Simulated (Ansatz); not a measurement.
**k-point convergence of GW for MoS2 (P6_3/mmc)**

Wanted: mesh convergence of the gap correction in MoS2 (P6_3/mmc).

Method: G0W0 on PBE, plane waves, PAW, in Ansatz 0.2.0.

The raw output is cut from this account; settings, times and results stay.

The database entry behind the starting cell differs from other determinations of this structure, so it need not match the best structure at room temperature.

### Step 1. The structure

Symmetry: P6_3/mmc, No. 194, hexagonal system. Conventional cell: a = 3.169 Å, b = 3.169 Å, c = 12.324 Å, α = 90.00°, β = 90.00°, γ = 120.00°. Mo has 6 S at 2.41 Å nearest. S has 3 Mo at 2.41 Å nearest. Farther neighbours, and contacts between anions beyond the nearest, are not listed.

The cell and positions come from the Crystallography Open Database and are kept as given unless a step says otherwise. The default PAW set here is soft_2. Its files were made with PBE.

### Step 2. The 6×6×1 mesh

G0W0 replaces the xc potential by the self-energy, built once from these orbitals. Only a window of levels is corrected, while the sums run over the empty bands that the input names.

Contents of input.yaml:

```yaml
crystal:
  lattice:
    - [3.169, 0.0, 0.0]
    - [-1.5845, 2.7444345046, 0.0]
    - [0.0, 0.0, 12.324]
  atoms:
    - { symbol: Mo, position: [0.3333333333, 0.6666666667, 0.25] }
    - { symbol: Mo, position: [0.6666666667, 0.3333333333, 0.75] }
    - { symbol: S, position: [0.3333333333, 0.6666666667, 0.623] }
    - { symbol: S, position: [0.6666666667, 0.3333333333, 0.123] }
    - { symbol: S, position: [0.3333333333, 0.6666666667, 0.877] }
    - { symbol: S, position: [0.6666666667, 0.3333333333, 0.377] }
kpoints:
  mp_grid: { grid: [6, 6, 1] }
hamiltonian:
  xc: pbe
scf:
  occupations: { method: fixed }
gw:
  n_empty_bands: 243
  ecut_chi: 100
  qp_bands: [v2, c2]
  qp_kpoints: band_edges
  screening: { model: contour_deformation }
```

Launch:

```console
ansatz run input.yaml --threads 3 --pin off --max-ram 92160MiB --backend cuda --events-out ev --progress --plain --runs-dir out --devices 1 --max-vram 13GiB
```

The job ended after 11 s (1 × NVIDIA H100 80GB HBM3 (shared by 6 runs) with 3 threads of AMD EPYC 7R13 (Zen 3), shared host; peak memory 1.2 GiB).

Numbers from this step:

* bands summed: 269
* RPA ε∞ on this mesh (eigenvalues): 6.885, 15.29, 15.29
* plane waves in the screening matrix: 255
* q-points in the mesh: 36
* G0W0 gap on the mesh: 1.205 eV
* k of the valence top: 0, 0, 0
* k of the conduction bottom: 0.1667, 0.1667, 0
* starting gap on the mesh: 0.8852 eV
* Z at the valence top: 0.7386
* Z at the conduction bottom: 0.7479
* least direct G0W0 gap on the computed points: 2.069 eV

The gap on the mesh goes from 0.89 eV to 1.20 eV, a correction of +0.32 eV. Between the two edge states, bare exchange in place of the xc potential would open the gap by 4.78 eV, and correlation takes back 4.46 eV.

### Step 3. The 6×6×2 mesh

A second mesh at equal bands and cutoff isolates the sampling error.

Changes to input.yaml since step 2:

```diff
@@ -13,3 +13,3 @@
 kpoints:
-  mp_grid: { grid: [6, 6, 1] }
+  mp_grid: { grid: [6, 6, 2] }
 hamiltonian:
```

Run time: 19 s. Hardware: 1 × NVIDIA H100 80GB HBM3 (shared by 6 runs) with 3 threads; peak memory 1.3 GiB.

Numbers from this step:

* bands summed: 269
* RPA ε∞ on this mesh (eigenvalues): 6.249, 15.26, 15.26
* plane waves in the screening matrix: 255
* q-points in the mesh: 72
* G0W0 gap on the mesh: 1.207 eV
* k of the valence top: 0, 0, 0
* k of the conduction bottom: 0.1667, 0.1667, 0
* starting gap on the mesh: 0.8857 eV
* Z at the valence top: 0.7392
* Z at the conduction bottom: 0.7492
* least direct G0W0 gap on the computed points: 2.079 eV

Against the run with 6×6×1 mesh, 243 empty bands, screening to 100 eV, the gap moves by +0.002 eV.

### Step 4. The 9×9×2 mesh

Changes to input.yaml since step 3:

```diff
@@ -13,3 +13,3 @@
 kpoints:
-  mp_grid: { grid: [6, 6, 2] }
+  mp_grid: { grid: [9, 9, 2] }
 hamiltonian:
```

Run time: 59 s. Hardware: 1 × NVIDIA H100 80GB HBM3 (shared by 6 runs) with 3 threads; peak memory 1.6 GiB; 95 s of CPU time.

Numbers from this step:

| Property | Result |
| --- | --- |
| bands summed | 269 |
| RPA ε∞ on this mesh (eigenvalues) | 6.224, 14.92, 14.92 |
| plane waves in the screening matrix | 255 |
| G0W0 gap on the mesh | 1.293 eV |
| k of the valence top | 0, 0, 0 |
| k of the conduction bottom | 0.1111, 0.2222, 0 |
| starting gap on the mesh | 0.9596 eV |
| least direct G0W0 gap on the computed points | 2.065 eV |

Against the run with 6×6×2 mesh, 243 empty bands, screening to 100 eV, the gap moves by +0.09 eV, while the start moved by +0.07 eV. A band edge lies at another k point on this mesh, which is part of the change.

### Step 5. The 12×12×2 mesh

Changes to input.yaml since step 4:

```diff
@@ -13,3 +13,3 @@
 kpoints:
-  mp_grid: { grid: [9, 9, 2] }
+  mp_grid: { grid: [12, 12, 2] }
 hamiltonian:
```

Elapsed: 2.6 min, on 1 × NVIDIA H100 80GB HBM3 (shared by 6 runs) with 3 threads; peak memory 1.9 GiB.

Read from the output:

| Property | Result |
| --- | --- |
| bands summed | 269 |
| RPA ε∞ on this mesh (eigenvalues) | 6.223, 14.86, 14.86 |
| plane waves in the screening matrix | 255 |
| G0W0 gap on the mesh | 1.202 eV |
| k of the valence top | 0, 0, 0 |
| k of the conduction bottom | 0.1667, 0.1667, 0 |
| starting gap on the mesh | 0.8845 eV |
| least direct G0W0 gap on the computed points | 2.060 eV |

Against the run with 9×9×2 mesh, 243 empty bands, screening to 100 eV, the gap moves by −0.09 eV, while the start moved by −0.08 eV. A band edge lies at another k point on this mesh, which is part of the change.

### Step 6. The meshes together

Times are wall times on 1 × NVIDIA H100 80GB HBM3 (shared by 6 runs) with 3 threads of AMD EPYC 7R13 (Zen 3), shared host, good to a factor of about two.

```
   mesh  points  irreducible  start (eV)  G0W0 (eV)  shift (eV)  RPA ε∞ (mean)     time
  6×6×1      36            7       0.885      1.205      +0.319          12.49     11 s
  6×6×2      72           14       0.886      1.207      +0.321          12.25     19 s
  9×9×2     162           24       0.960      1.293      +0.333          12.02     59 s
12×12×2     288           38       0.884      1.202      +0.317          11.98  2.6 min
```

### Step 7. What came out

| Item | Value |
| --- | --- |
| 6×6×1 | 1.205 eV (shift +0.319) |
| 6×6×2 | 1.207 eV (shift +0.321) |
| 9×9×2 | 1.293 eV (shift +0.333) |
| 12×12×2 | 1.202 eV (shift +0.317) |
| settings | PBE start, 243 empty bands, 100 eV |

In words: The shift is +0.32 eV on 6×6×1 and +0.32 eV on 12×12×2. On 12×12×2 the edges lie at Γ and (0.167, 0.167, 0.000), on 9×9×2 at Γ and (0.111, 0.222, 0.000), so these two shifts belong to different pairs of states. The RPA ε∞ (mean) ranges from 11.98 to 12.49 and ends at 11.98. The starting gap changes too, by 0.08 eV, since the meshes hold different points and converge the density differently. From 36 to 288 points the time grows 14-fold. Bands and cutoff are modest here, so the values stand short of the basis limit. The many-body steps are scalar-relativistic: spin-orbit coupling is not in them.

[Long decimals in the printed logs are rounded to 6 places.]

[Logs are printed without paths, hosts, clocks, repeated set-up lines and the standing remarks that a program may print on its own settings, such as how far it seeks lower states.]

[Paths, hosts, dates, memory and timing lines, banners, echoed tables and standing remarks are left out of the program output; an Ansatz launch command may be rebuilt from the run's recorded settings. Measured values are a selection of at most five: reports struck by readers or far from the other reports are left out. None is set beside runs whose start may be inverted or whose files or cutoffs have a known fault.]

[Runs of the session that timed out or met a known fault of the program may be left out.]

[Cells called generated may have been cut or substituted from an entry of the Crystallography Open Database or the Materials Project.]

[Hosts, paths, dates, database ids (printed as entryN), source tags and the programs' standing remarks are cut or masked in the printed files.]

[Where the starting crystal was built by hand or by swapping elements, it need not be the compound's stable phase.]
